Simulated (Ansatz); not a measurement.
Consider Rb2TcCl6 (started from the K2PtCl6 type) (Fm-3m).

The structure was built from a prototype and need not be the compound's stable phase.

```yaml
crystal:
  lattice:
    - [4.73675, 0.00000, 4.73675]
    - [4.73675, 4.73675, 0.00000]
    - [0.00000, 4.73675, 4.73675]
  atoms:
    - { symbol: Rb, position: [0.25000, 0.25000, 0.25000] }
    - { symbol: Rb, position: [0.75000, 0.75000, 0.75000] }
    - { symbol: Tc, position: [0.00000, 0.00000, 0.00000] }
    - { symbol: Cl, position: [0.24449, 0.24449, 0.75551] }
    - { symbol: Cl, position: [0.75551, 0.75551, 0.24449] }
    - { symbol: Cl, position: [0.24449, 0.75551, 0.24449] }
    - { symbol: Cl, position: [0.75551, 0.24449, 0.75551] }
    - { symbol: Cl, position: [0.75551, 0.24449, 0.24449] }
    - { symbol: Cl, position: [0.24449, 0.75551, 0.75551] }
```

The structure was relaxed with LDA. The structure type comes from a generator and need not be one that this composition takes. The structure was generated from a model, not taken from a measurement. The runs that relaxed it are not among those shown. The program's search for lower electronic states was switched off, so nothing shows that the state found is the lowest. PAW set soft_2, made with PBE.

A constrained-RPA run (Ansatz 0.2.0; non-magnetic LDA; Tc t2g + anion p, bands v20 to c1, 2×2×2 mesh, medium accuracy) builds 21 functions on bands 6.2 eV wide, with 39.0 electrons in the window. The bare on-site interaction is 14.8 eV and the bare J 0.59 eV.

**Question.** Estimate U, U′ and J.

On the Tc t2g shell, U = 4.77 eV (32 % of the bare value), U′ = 3.87 eV, J = 0.43 eV.

The parent state is non-magnetic and the interaction static (zero frequency); U depends on the window and the orbitals, so it belongs to this model alone. A window that holds the anion p bands defines a model with explicit ligands; its U belongs to that model and is not the U of DFT+U. Coarse meshes can leave U off its limit, most where the target bands are metallic.

[Paths, hosts, dates, memory and timing lines, banners, echoed tables and standing remarks are left out of the program output.]

[Logs are printed without paths, hosts, clocks, repeated set-up lines and the standing remarks that a program may print on its own settings, such as how far it seeks lower states.]

[Runs of the session that timed out or met a known fault of the program may be left out.]

[Hosts, paths, dates, database ids (printed as entryN), source tags and the programs' standing remarks are cut or masked in the printed files.]
